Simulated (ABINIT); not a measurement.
# LiHF2 (R-3m): a self-consistent loop beyond G0W0, cycle by cycle

Aim: iterate the self-energy on LiHF2 (R-3m) and follow the gap from cycle to cycle.

Calculated with ABINIT 10.8.3; LDA and many-body steps on it, plane waves.

## (1) The structure

Symmetry: R-3m, No. 166, trigonal system. The conventional cell has a = 2.934 Å, b = 2.934 Å, c = 13.100 Å, α = 90.00°, β = 90.00°, γ = 120.00°. Nearest to Li lie 6 F at 1.99 Å. Nearest to H lie 2 F at 1.14 Å. F has 1 H at 1.14 Å and 3 Li at 1.99 Å nearest. Farther neighbours and most contacts between anions are not listed.

Coordinates:

```cif
data_structure
_symmetry_space_group_name_H-M 'R-3m:H'
_symmetry_Int_Tables_number 166
_cell_length_a 2.9340
_cell_length_b 2.9340
_cell_length_c 13.1001
_cell_angle_alpha 90.000
_cell_angle_beta 90.000
_cell_angle_gamma 120.000
_cell_volume 97.66
loop_
_atom_site_label
_atom_site_type_symbol
_atom_site_symmetry_multiplicity
_atom_site_Wyckoff_symbol
_atom_site_fract_x
_atom_site_fract_y
_atom_site_fract_z
_atom_site_occupancy
Li1 Li 3 a 0.00000 0.00000 0.00000 1
H1 H 3 b 0.66667 0.33333 0.83333 1
F1 F 6 c 0.66667 0.33333 0.74664 1
```

The cell and positions are those that the Materials Project relaxed with its own functionals (PBE, PBE+U or r2SCAN), kept fixed.

## (2) Empty states on the mesh, 4×4×4 mesh, 26 bands

This step: ABINIT 10.8.3; DFT, LDA, plane waves, norm-conserving pseudopotentials.

The sums over transitions need many empty states on a uniform mesh; this step solves for them.

File run.abi:

```
acell 3*1.0 Angstrom
rprim 
  1.466983587415 0.846963369091 4.366688724100
  -1.466983587415 0.846963369091 4.366688724100
  0.000000000000 -1.693926738182 4.366688724100
ntypat 3
znucl 3 1 9
natom 4
typat 1 2 3 3
xred 
  0.000000000000 0.000000000000 0.000000000000
  0.500000000000 0.500000000000 0.500000000000
  0.413301880000 0.413301880000 0.413301880000
  0.586698120000 0.586698120000 0.586698120000
pp_dirpath "pseudos"
pseudos "Li.upf, H.upf, F.upf"
ecut 36
ngkpt 4 4 4
nshiftk 1
shiftk 0 0 0
kptopt 1
chksymbreak 0
iscf -2
irdden 1
istwfk *1
nband 26
nbdbuf 4
tolwfr 1e-09
nstep 60
prtvol 0
indata_prefix "in"
outdata_prefix "out"
tmpdata_prefix "tmp"
```

Run with:

```console
OMP_NUM_THREADS=1 mpirun -n 4 abinit run.abi > log
```

Numbers of over 12 decimals in the logs are rounded to 6 here.

The log of the run:

```text
.Version 10.8.3 of ABINIT. v10.8.2 released Aug 2026.

 Symmetries : space group R-3 m (#166); Bravais hR (rhombohedral)
[... echo of the input left out ...]
== DATASET  1 ==================================================================
-   mpi_nproc: 4, omp_nthreads: 1 (-1 if OMP is not activated)

--- !DatasetInfo
iteration_state: {dtset: 1, }
dimensions: {natom: 4, nkpt: 13, mband: 26, nsppol: 1, nspinor: 1, nspden: 1, mpw: 2290, }
cutoff_energies: {ecut:  36.0, pawecutdg:  -1.0, }
[...]
-0.10904    0.19618    0.36890    0.51640    0.58138    0.63051    0.63051    0.77187
   0.77187    0.83396    0.92270    0.92270    0.99077    0.99077    1.03180    1.06822
   1.18782    1.19515
 prteigrs : prtvol=0 or 1, do not print more k-points.

== END DATASET(S) ==============================================================
================================================================================

 -outvars: echo values of variables after computation  --------
            nband          26
             nkpt          13
          spgroup         166
 [... the other variables as echoed above ...]

 Calculation completed.
```

The job ended after 6.1 s (4 MPI ranks of Arm Neoverse V1, shared host; peak memory 0.27 GiB; 24 s of CPU time).

This step gave:

```
gap                                                           : 8.102 eV
k of the valence top                                          : 0.5, 0.5, 0.5
k of the conduction bottom                                    : 0, 0, 0
least direct gap                                              : 8.305 eV
k points computed                                             : 13
lowest point of the top converged band, above the valence top : 28.29 eV
```

On this mesh the gap is 8.102 eV.

The density comes from a self-consistent run that is not shown.

## (3) Screening, 4×4×4 mesh, 22 bands, screening to 87.1 eV

The RPA dielectric matrix is built and inverted for each q.

This step: RPA screening on LDA, plane waves, norm-conserving pseudopotentials.

Edit run.abi of step 2 so:

```diff
@@ -22,10 +22,11 @@
 chksymbreak 0
-iscf -2
-irdden 1
 istwfk *1
-nband 26
-nbdbuf 4
-tolwfr 1e-09
-nstep 60
-prtvol 0
+occopt 1
+irdwfk 1
+optdriver 3
+nband 22
+ecuteps 3.2
+inclvkb 2
+awtr 1
+symchi 1
 indata_prefix "in"
```

The log of the run:

```text
.Version 10.8.3 of ABINIT. v10.8.2 released Aug 2026.

 Symmetries : space group R-3 m (#166); Bravais hR (rhombohedral)
[... echo of the input left out ...]
== DATASET  1 ==================================================================
-   mpi_nproc: 4, omp_nthreads: 1 (-1 if OMP is not activated)

--- !DatasetInfo
iteration_state: {dtset: 1, }
dimensions: {natom: 4, nkpt: 13, mband: 22, nsppol: 1, nspinor: 1, nspden: 1, mpw: 2290, }
cutoff_energies: {ecut:  36.0, pawecutdg:  -1.0, }
electrons: {nelect:   1.80000000E+01, charge:   0.00000000E+00, occopt:   1.00000000E+00, tsmear:   1.00000000E-02, }

 SCREENING: Calculation of the susceptibility and dielectric matrices

 Based on a program developped by R.W. Godby, V. Olevano, G. Onida, and L. Reining.
 Incorporated in ABINIT by V. Olevano, G.-M. Rignanese, and M. Torrent.
.Using double precision arithmetic ; gwpc =  8

[... cell and pseudopotentials left out ...]
--------------------------------------------------------------------------------

 ==== K-mesh for the wavefunctions ====
 Number of points in the irreducible wedge :    13
[... list of points left out ...]
 Together with 12 symmetry operations and time-reversal symmetry
 yields    64 points in the full Brillouin Zone.

 ==== Q-mesh for the screening function ====
 Number of points in the irreducible wedge :    13
[... list of points left out ...]
 Together with 12 symmetry operations and time-reversal symmetry
 yields    64 points in the full Brillouin Zone.

 setmesh: FFT mesh size selected  =    32x   32x   32
          total number of points  =        32768

 vcoul_init : cutoff-mode = AUXILIARY_FUNCTION
 q-points for optical limit:   1
     1)      0.000010    0.000020    0.000030

- screening: taking advantage of time-reversal symmetry
- Maximum band index for partially occupied states nbvw = 9
- Remaining bands to be divided among processors   nbcw = 13
- Number of bands treated by each node ~3

 Number of electrons calculated from density =   18.0000; Expected =   18.0000
 average of density, n =  0.081937
 r_s =    1.4283
 omega_plasma =   27.6119 [eV]

 calculating chi0 at frequencies [eV] :
  1    0.000000E+00    0.000000E+00
  2    0.000000E+00    2.761194E+01

--------------------------------------------------------------------------------
  q-point number  1        q = ( 0.000000, 0.000000, 0.000000) [r.l.u.]
--------------------------------------------------------------------------------
[... chi0 elements left out ...]
 For q-point:  0.000010 0.000020 0.000030
  dielectric constant =   1.8663
  dielectric constant without local fields =   1.9197

  Average fulfillment of the sum rule on Im[epsilon] for q-point    1 :     23.08  [%]
[... wings left out ...]
  q-point number  2        q = ( 0.250000, 0.000000, 0.000000) [r.l.u.]
--------------------------------------------------------------------------------
[... chi0 elements left out ...]
  Average fulfillment of the sum rule on Im[epsilon] for q-point    2 :     32.34  [%]

 [... 11 further q-points ...]
```

The job ended after 8.6 s (4 MPI ranks; peak memory 0.64 GiB).

This step gave:

* ε∞ with local fields, on this mesh, along the program's q direction: 1.866
* the same without local fields: 1.920
* plasma frequency: 27.61 eV
* plane waves in the screening matrix: 61

Local fields lower ε∞ by 3 %.

## (4) G0W0

The self-energy is evaluated for the states that the input lists, and the levels follow from it, in one-shot runs by the linearised quasiparticle equation.

This step: G0W0 on LDA, plane waves, norm-conserving pseudopotentials.

Edit run.abi of step 3 so:

```diff
@@ -25,8 +25,17 @@
 irdwfk 1
-optdriver 3
+optdriver 4
 nband 22
+gwcalctyp 0
+ecutsigx 36
+symsigma 1
+nkptgw 2
+kptgw 
+  0.5000000000 0.5000000000 0.5000000000
+  0.0000000000 0.0000000000 0.0000000000
+bdgw 
+  8 11
+  8 11
 ecuteps 3.2
-inclvkb 2
-awtr 1
-symchi 1
+irdscr 1
+ppmodel 1
 indata_prefix "in"
```

The log of the run:

```text
.Version 10.8.3 of ABINIT. v10.8.2 released Aug 2026.

 Symmetries : space group R-3 m (#166); Bravais hR (rhombohedral)
[... echo of the input left out ...]
== DATASET  1 ==================================================================
-   mpi_nproc: 4, omp_nthreads: 1 (-1 if OMP is not activated)

--- !DatasetInfo
iteration_state: {dtset: 1, }
dimensions: {natom: 4, nkpt: 13, mband: 22, nsppol: 1, nspinor: 1, nspden: 1, mpw: 2290, }
cutoff_energies: {ecut:  36.0, pawecutdg:  -1.0, }
electrons: {nelect:   1.80000000E+01, charge:   0.00000000E+00, occopt:   1.00000000E+00, tsmear:   1.00000000E-02, }

 SIGMA: Calculation of the GW corrections

 Based on a program developped by R.W. Godby, V. Olevano, G. Onida, and L. Reining.
 Incorporated in ABINIT by V. Olevano, G.-M. Rignanese, and M. Torrent.
.Using double precision arithmetic ; gwpc =  8

[... cell and pseudopotentials left out ...]
--------------------------------------------------------------------------------

 ==== K-mesh for the wavefunctions ====
 Number of points in the irreducible wedge :    13
[... list of points left out ...]
 Together with 12 symmetry operations and time-reversal symmetry
 yields    64 points in the full Brillouin Zone.

 ==== Q-mesh for screening function ====
 Number of points in the irreducible wedge :    13
[... list of points left out ...]
 Together with 12 symmetry operations and time-reversal symmetry
 yields    64 points in the full Brillouin Zone.

 vcoul_init : cutoff-mode = AUXILIARY_FUNCTION
 q-points for optical limit:   1
     1)      0.000010    0.000020    0.000030
 setmesh: FFT mesh size selected  =    48x   48x   48
          total number of points  =       110592

 Number of electrons calculated from density =   18.0000; Expected =   18.0000
 average of density, n =  0.081937
 r_s =    1.4283
 omega_plasma =   27.6119 [eV]

 === KS Band Gaps ===
  >>>> For spin  1
   Minimum direct gap =   8.3056 [eV], located at k-point      :   0.0000  0.0000  0.0000
   Fundamental gap    =   8.1022 [eV], Top of valence bands at :   0.5000  0.5000  0.5000
                                       Bottom of conduction at :   0.0000  0.0000  0.0000
 SIGMA fundamental parameters:
 PLASMON POLE MODEL  1
 number of plane-waves for SigmaX                 2267
 number of plane-waves for SigmaC and W             61
 number of plane-waves for wavefunctions          2267
 number of bands                                    22
 number of independent spin polarizations            1
 number of spinorial components                      1
 number of k-points in IBZ                          13
 number of q-points in IBZ                          13
 number of symmetry operations                      12
 number of k-points in BZ                           64
 number of q-points in BZ                           64
 number of frequencies for dSigma/dE                 9
 frequency step for dSigma/dE [eV]                0.25
 number of omega for Sigma on real axis              0
 max omega for Sigma on real axis  [eV]           0.00
 zcut for avoiding poles [eV]                     0.10

 EPSILON^-1 parameters (SCR file):
 dimension of the eps^-1 matrix on file             61
 dimension of the eps^-1 matrix used                61
 number of plane-waves for wavefunctions          2267
 number of bands                                    22
 number of q-points in IBZ                          13
 number of frequencies                               2
 number of real frequencies                          1
 number of imag frequencies                          1

 matrix elements of self-energy operator (all in [eV])

 Perturbative Calculation

--- !SelfEnergy_ee
iteration_state: {dtset: 1, }
kpoint     : [   0.500,    0.500,    0.500, ]
spin       : 1
KS_gap     :    8.980
QP_gap     :   14.278
Delta_QP_KS:    5.298
data: !SigmaeeData |
     Band     E0 <VxcDFT>   SigX SigC(E0)      Z dSigC/dE  Sig(E)    E-E0       E
        8  -2.764 -22.870 -31.005   4.888   0.832  -0.202 -25.571  -2.701  -5.465
        9  -2.764 -22.870 -31.005   4.888   0.832  -0.202 -25.571  -2.701  -5.465
       10   6.216 -10.500  -5.353  -2.265   0.901  -0.110  -7.903   2.597   8.813
       11   9.482 -12.487  -6.738  -2.450   0.893  -0.120  -9.541   2.947  12.429

--- !SelfEnergy_ee
iteration_state: {dtset: 1, }
kpoint     : [   0.000,    0.000,    0.000, ]
spin       : 1
KS_gap     :    8.306
QP_gap     :   13.506
Delta_QP_KS:    5.201
data: !SigmaeeData |
     Band     E0 <VxcDFT>   SigX SigC(E0)      Z dSigC/dE  Sig(E)    E-E0       E
        8  -2.967 -22.668 -30.855   4.896   0.831  -0.203 -25.405  -2.737  -5.704
        9  -2.967 -22.668 -30.855   4.896   0.831  -0.203 -25.405  -2.737  -5.704
       10   5.338 -11.080  -6.071  -2.277   0.902  -0.109  -8.617   2.464   7.802
       11  10.038  -9.600  -3.792  -2.485   0.904  -0.106  -6.595   3.004  13.043

== END DATASET(S) ==============================================================
================================================================================

 -outvars: echo values of variables after computation  --------
           etotal      0.0000000000E+00
            nband          22
             nkpt          13
          spgroup         166
 [... the other variables as echoed above ...]

 Calculation completed.
```

The job ended after 3.1 s (4 MPI ranks; peak memory 0.31 GiB; 12 s of CPU time).

This step gave:

| Property | Result |
| --- | --- |
| G0W0 gap on the points computed | 13.27 eV |
| starting gap on the mesh | 8.102 eV |
| k of the valence top | 0.5, 0.5, 0.5 |
| k of the conduction bottom | 0, 0, 0 |
| Z at the valence top | 0.832 |
| Z at the conduction bottom | 0.902 |
| least direct G0W0 gap on the computed points | 13.51 eV |

The gap on the mesh goes from 8.10 eV to 13.27 eV, a correction of +5.16 eV.

## (5) QSGW, cycle 1

This step: QSGW on LDA, plane waves, norm-conserving pseudopotentials.

Edit run.abi of step 4 so:

```diff
@@ -27,12 +27,34 @@
 nband 22
-gwcalctyp 0
+gwcalctyp 28
 ecutsigx 36
-symsigma 1
-nkptgw 2
+symsigma 0
+nkptgw 13
 kptgw 
+  0.0000000000 0.0000000000 0.0000000000
+  0.2500000000 0.0000000000 0.0000000000
+  0.5000000000 0.0000000000 0.0000000000
+  0.2500000000 0.2500000000 0.0000000000
+  0.5000000000 0.2500000000 0.0000000000
+  -0.2500000000 0.2500000000 0.0000000000
+  0.5000000000 0.5000000000 0.0000000000
+  0.2500000000 0.2500000000 0.2500000000
+  0.5000000000 0.2500000000 0.2500000000
+  -0.2500000000 0.2500000000 0.2500000000
+  0.5000000000 0.5000000000 0.2500000000
+  -0.2500000000 0.5000000000 0.2500000000
   0.5000000000 0.5000000000 0.5000000000
-  0.0000000000 0.0000000000 0.0000000000
 bdgw 
-  8 11
-  8 11
+  1 15
+  1 15
+  1 15
+  1 15
+  1 15
+  1 15
+  1 15
+  1 15
+  1 15
+  1 15
+  1 15
+  1 15
+  1 15
 ecuteps 3.2
@@ -40,2 +62,3 @@
 ppmodel 1
+rhoqpmix 0.3
 indata_prefix "in"
```

The log of the run:

```text
.Version 10.8.3 of ABINIT. v10.8.2 released Aug 2026.

 Symmetries : space group R-3 m (#166); Bravais hR (rhombohedral)
[... echo of the input left out ...]
== DATASET  1 ==================================================================
-   mpi_nproc: 4, omp_nthreads: 1 (-1 if OMP is not activated)

--- !DatasetInfo
iteration_state: {dtset: 1, }
dimensions: {natom: 4, nkpt: 13, mband: 22, nsppol: 1, nspinor: 1, nspden: 1, mpw: 2290, }
cutoff_energies: {ecut:  36.0, pawecutdg:  -1.0, }
electrons: {nelect:   1.80000000E+01, charge:   0.00000000E+00, occopt:   1.00000000E+00, tsmear:   1.00000000E-02, }

 SIGMA: Calculation of the GW corrections

 Based on a program developped by R.W. Godby, V. Olevano, G. Onida, and L. Reining.
 Incorporated in ABINIT by V. Olevano, G.-M. Rignanese, and M. Torrent.
.Using double precision arithmetic ; gwpc =  8

[... cell and pseudopotentials left out ...]
--------------------------------------------------------------------------------

 ==== K-mesh for the wavefunctions ====
 Number of points in the irreducible wedge :    13
[... list of points left out ...]
 Together with 12 symmetry operations and time-reversal symmetry
 yields    64 points in the full Brillouin Zone.

 ==== Q-mesh for screening function ====
 Number of points in the irreducible wedge :    13
[... list of points left out ...]
 Together with 12 symmetry operations and time-reversal symmetry
 yields    64 points in the full Brillouin Zone.

 vcoul_init : cutoff-mode = AUXILIARY_FUNCTION
 q-points for optical limit:   1
     1)      0.000010    0.000020    0.000030
 setmesh: FFT mesh size selected  =    48x   48x   48
          total number of points  =       110592

 Number of electrons calculated from density =   18.0000; Expected =   18.0000
[...]
QP_gap     :   19.859
Delta_QP_KS:    6.627
data: !SigmaeeData |
     Band     E_DFT   <VxcDFT>   E(N-1)  <Hhartree>   SigX  SigC[E(N-1)]    Z     dSigC/dE  Sig[E(N)]  DeltaE  E(N)_pert E(N)_diago
[...]
--- !SelfEnergy_ee
iteration_state: {dtset: 1, }
kpoint     : [   0.500,    0.500,    0.500, ]
spin       : 1
KS_gap     :    8.980
QP_gap     :   15.109
Delta_QP_KS:    6.129
data: !SigmaeeData |
     Band     E_DFT   <VxcDFT>   E(N-1)  <Hhartree>   SigX  SigC[E(N-1)]    Z     dSigC/dE  Sig[E(N)]  DeltaE  E(N)_pert E(N)_diago
[...]
14    16.772    -9.838    16.772    26.610    -3.116    -2.531     1.000     0.000    -5.647     4.191    20.963    20.966
       15    19.646   -10.406    19.646    30.052    -3.742    -2.701     1.000     0.000    -6.443     3.962    23.609    23.617

 New Fermi energy :        3.808353E-02 Ha ,    1.036306E+00 eV
 New Exchange energy :    -1.068766E+01 Ha ,   -2.908261E+02 eV

 === QP Band Gaps ===
  >>>> For spin  1
   Minimum direct gap =  14.1916 [eV], located at k-point      :   0.0000  0.0000  0.0000
   Fundamental gap    =  14.0889 [eV], Top of valence bands at :   0.5000  0.5000  0.5000
                                       Bottom of conduction at :   0.0000  0.0000  0.0000

 writing QP data on file : out_QPS

 Convergence of QP corrections
 >>>>> For spin  1 <<<<<
.  kptgw no:  1; Maximum DeltaE = ( -11.428   0.033) for band index:  1
.  kptgw no:  2; Maximum DeltaE = ( -11.424   0.033) for band index:  1
.  kptgw no:  3; Maximum DeltaE = ( -11.426   0.042) for band index:  1
[...]
.  kptgw no: 12; Maximum DeltaE = ( -11.425   0.032) for band index:  1
.  kptgw no: 13; Maximum DeltaE = ( -11.415   0.018) for band index:  1

== END DATASET(S) ==============================================================
================================================================================

 -outvars: echo values of variables after computation  --------
           etotal      0.0000000000E+00
            nband          22
             nkpt          13
          spgroup         166
 [... the other variables as echoed above ...]

 Calculation completed.
```

Elapsed: 80 s, on 4 MPI ranks; peak memory 1.9 GiB.

This step gave:

```yaml
quasiparticle_gap_on_the_mesh: 14.09 eV
gap_of_the_density_functional_on_the_mesh: 8.102 eV
k_of_the_valence_top: 0.5, 0.5, 0.5
k_of_the_conduction_bottom: 0, 0, 0
z_at_the_valence_top: 1
z_at_the_conduction_bottom: 1
least_direct_quasiparticle_gap_on_the_computed_points: 14.19 eV
```

Against G0W0 in ABINIT (4×4×4 mesh, 22 bands, screening to 87.1 eV, Godby-Needs plasmon pole), the gap moves by +0.822 eV.

(Continued in part 2 of 5.)

[Paths, hosts, dates, memory and timing lines, banners, echoed tables and standing remarks are left out of the program output.]

[Logs are printed without paths, hosts, clocks, repeated set-up lines and the standing remarks that a program may print on its own settings, such as how far it seeks lower states.]

[Runs of the session that timed out or met a known fault of the program may be left out.]

[Hosts, paths, dates, database ids (printed as entryN), source tags and the programs' standing remarks are cut or masked in the printed files.]

[G0W0 gaps are taken among the corrected bands and points alone; a level outside them can change the order at an edge.]

[Where Ansatz stands beside ABINIT at settings called matched, ABINIT's density can come from a denser mesh and the files from another edition; pairs whose starting gaps differed by over 0.03 eV were left out, so agreement reads better than it is.]
